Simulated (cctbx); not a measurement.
# Accept or mend?

Cell a = 11.3260 Å, b = 4.1440 Å, c = 11.4350 Å, α = 90.00°, β = 90.00°, γ = 90.00°; space group Pnma (no. 62). The compound is Pm2Te3.

Simulated single-crystal data (cctbx): Ag Kα, λ = 0.56087 Å, to d = 0.65 Å, 50 % of the full sphere, strongest reflection 70000 counts, noise from counting, a 2 % proportional error and a noise floor of 2 counts (s.d.); no absorption, and some extinction, which the refinements don't model.

An isotropic refinement with weights 1/σ² prints:

```text
Rint 0.019, 1122 unique reflections to 0.65 A
cycle     R1     wR2    GooF  max shift (A)
   1  0.6832  0.9429  41.709   0.03291
  12  0.0345  0.2106   9.314   0.00623
final R1 0.0344 wR2 0.2104 GooF 9.308  parameters 19  data/parameter 59.1
atom        x        y        z      Ueq    occ   su(xyz)  su(Uiso or U11)
Pm1    0.00882  0.25000  0.18874   0.0020  1.000  0.00012  0.0003
Pm2    0.19301  0.25000  0.50275   0.0013  1.000  0.00012  0.0003
Te1    0.27709  0.25000  0.19834   0.0023  1.000  0.00016  0.0003
Te2    0.95062  0.25000  0.62172   0.0014  1.000  0.00015  0.0003
Te3    0.38044  0.75000  0.44041   0.0017  1.000  0.00015  0.0003
Te4    0.39088 -0.00306  0.75012   0.9502  1.000  0.02195  0.0194
difference map: max 10.65 min -2.55 rms 0.93
Q1    0.1990  0.2500  0.4932    4   11.32  0.13 A from Pm2
Q2    0.0212  0.2500  0.1913    4   11.03  0.14 A from Pm1
Q3    0.0633  0.7500  0.3739    4   10.96  0.17 A from Te2
Q4    0.2357  0.7500  0.7016    4    9.53  0.15 A from Te1
Q5    0.1160  0.2500  0.9472    4    7.69  0.09 A from Te3
Q6    0.1377  0.5661  0.6597    8    1.25  1.31 A from Te1
```

**Question.** Can this result stand? If not, what is the likely fault?

Mend it. The fault: spurious atom: Te4. Against the right model at the same level, R1 goes from 0.0096 to 0.0344 and GooF from 0.92 to 9.31, Te4 takes U = 0.95 Å², U of Pm2 shrinks from 0.0030 to 0.0013 Å², U of Te2 shrinks from 0.0029 to 0.0014 Å², U of Te3 shrinks from 0.0035 to 0.0017 Å² and the top difference peak, 11.3 e/Å³, lies on Pm2. A site with no density behind it hides by a very large U or drifts. The fit had not settled when the cycles ran out.

The compound is Pm2Te3. The right model at the same level gives:

```text
Rint 0.019, 1122 unique reflections to 0.65 A
cycle     R1     wR2    GooF  max shift (A)
   1  0.2332  0.4746  20.956   0.04879
   2  0.0096  0.0208   0.920   0.00001
final R1 0.0096 wR2 0.0208 GooF 0.920  parameters 15  data/parameter 74.8
atom        x        y        z      Ueq    occ   su(xyz)  su(Uiso or U11)
Pm1    0.00909  0.25000  0.18879   0.0036  1.000  0.00001  0.0000
Pm2    0.19308  0.25000  0.50259   0.0030  1.000  0.00001  0.0000
Te1    0.27680  0.25000  0.19839   0.0039  1.000  0.00001  0.0000
Te2    0.95030  0.25000  0.62183   0.0029  1.000  0.00001  0.0000
Te3    0.38049  0.75000  0.44050   0.0035  1.000  0.00001  0.0000
difference map: max 0.85 min -1.06 rms 0.21
Q1    0.0249  0.1243  0.8527    8    0.90  1.56 A from Te3
Q2    0.0771  0.5508  0.0188    8    0.74  1.61 A from Te3
Q3    0.0357  0.6436  0.6841    8    0.69  1.60 A from Pm1
Q4    0.2307  0.7500  0.3465    4    0.69  2.01 A from Te3
Q5    0.0957  0.1240  0.4359    8    0.65  1.44 A from Pm2
Q6    0.0260  0.2500  0.0888    4    0.65  1.16 A from Pm1
```

This is a model crystal, built by substitution and not relaxed, with assumed displacement parameters.

[Middle refinement cycles are left out of these outputs.]

[Logs are printed without paths, hosts, clocks, repeated set-up lines and the standing remarks that a program may print on its own settings, such as how far it seeks lower states.]
